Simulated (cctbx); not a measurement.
# Lattice, Laue class and space group of a new crystal

Cell: a = 3.5350 Å, b = 3.5350 Å, c = 22.2980 Å, α = 90.00°, β = 90.00°, γ = 120.00°. Expected content of the cell: Tl1 Ti3 S6.

Simulated single-crystal data (cctbx): Mo Kα, λ = 0.71073 Å, to d = 0.75 Å, 50 % of the full sphere, strongest reflection 20000 counts, noise from counting, a 6 % proportional error and a noise floor of 2 counts (s.d.); no absorption.

Tests on the unmerged data give:

```text
1187 reflections to d = 0.753 A
centring   violations  <I/sigma> of those
    A        593 of   593     14.7
    B        589 of   589     14.7
    C        584 of   584     14.7
    I        603 of   603     14.7
    R        798 of   798     14.6
    F        883 of   883     14.7
Laue class    unique    Rint  (classes that these axes allow; Friedel mates merged)
P -1              892   0.035
P 1 1 2/m         571   0.144
P -3              405   0.041
P -3 1 m          259   0.158
P -3 m 1          294   0.043
P 6/m             222   0.157
P 6/m m m         185   0.159
space group    extra absences  I>4sigma  <I/sigma>
P 3 2 1                 0          0         -  acentric
P 3 m 1                 0          0         -  acentric
P -3 m 1                0          0         -  centric
Wilson B = 0.43 A^2   <|E^2-1|> = 0.592 (0.968 centric, 0.736 acentric)   E^2>4: 0.3 %
shell (A)         n   <I/sigma>
11.15 - 1.50     47     24.7
 1.50 - 1.19     38     24.1
 1.19 - 1.04     39     28.6
 1.04 - 0.95     37     26.2
 0.95 - 0.88     28     26.3
 0.88 - 0.83     37     29.7
 0.83 - 0.79     34     26.8
 0.79 - 0.75     34     25.6
```

Q: Read the symmetry from these tables.

Every centring test has many violations, so the lattice is primitive.

Rint stays low (0.035 to 0.043) up to P -3 m 1 and is 0.144 or more in the other classes.

3 settings pass the absence test. No glide or screw absences show, which leaves P 3 2 1, P 3 m 1 and P -3 m 1.

⟨|E²−1|⟩ = 0.592 leans to a non-centrosymmetric structure, or to twinning, which lowers it. Here that hint misleads: twinning lowers the statistic a little, and few, heavy or special-position atoms do the rest. The Wilson B of 0.43 Å² means U ≈ 0.0054 Å².

The true group is P-3m1 (no. 164), Laue class -3m, centrosymmetric. The tables only narrow the choice to the tied entries; cell content, site symmetry and trial solutions must settle it.

The crystal is twinned by the law (-1 1 0 0 1 0 0 0 -1) with a minor fraction of 0.12; Rint in the higher class falls towards the noise as the fraction nears 1/2.

The model is made up (kin elements in a known structure type, no relaxation), so it says nothing on whether the phase exists.

[Logs are printed without paths, hosts, clocks, repeated set-up lines and the standing remarks that a program may print on its own settings, such as how far it seeks lower states.]
